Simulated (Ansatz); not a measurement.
# Tunnelling across a broken Bi chain: predicting one gap

**Method.** Ansatz 0.2.0, plane waves with PAW datasets at the program's default cutoffs, Fermi-Dirac smearing of 0.05 eV, chains in boxes 7.5 Å wide or more, moments seeded when the perfect chain is relaxed. PBE, no spin-orbit coupling; one bond is opened by s Å beyond its relaxed length, the other atoms of a straight cell of 12 kept, without spin, and the conductance taken at 300 K.

| run | G (G₀) | largest error term (%) | s | ln G |
| --- | --- | --- | --- | --- |
| +1.2 Å | 0.9159 | 2 | 1.2 | −0.08784 |
| +1.8 Å | 0.2903 | 2 | 1.8 | −1.237 |
| +2.5 Å | 0.06712 | 3 | 2.5 | −2.701 |
| +3.3 Å | 0.01212 | 4 | 3.3 | −4.413 |

One run is withheld: run = +4.2 Å, with s = 4.2. Fit a straight line ln G = a + b × s to the 4 rows shown and predict it.

**Fit.** The means are 2.2 for s and −2.11 for ln G. The sum of products of deviations is −5.082 and the sum of squares in s is 2.46, so b = −5.082 / 2.46 = −2.066 and a = −2.11 − (−2.066) × 2.2 = 2.435. The residuals' standard deviation, with 2 degrees of freedom, is σ = 0.054.

**Prediction.** ln G = 2.435 + (−2.066) × 4.2 = −6.242, that is 0.00195 G₀. The run gave 0.00177 G₀ (ln G = −6.335), so the prediction less the run is +0.093. The standard error of a prediction there, σ√(1 + 1/4 + (4.2 − 2.2)²/2.46), is 0.092, and the miss is 1 times that, for a point outside the fitted range. With so few rows σ is itself uncertain.

**Limits.** Between neighbouring runs the slope of ln G lies between −2.14 and −1.91 per Å, so one exponential is an approximation; it is flattest at the narrowest gap, nearest to contact. Error terms (up to 6 %, withheld run included) bound how much a small miss can mean. Broken ends may want a moment where none was allowed. No image potential, spin-orbit coupling or relaxation; a bent or dimerised chain may be lower in energy. Series of this kind are told only where this holds: one magnetic state in all runs, error terms under 60 %, and the runs' own leads conduct as the perfect chain does. 36 of 42 did.
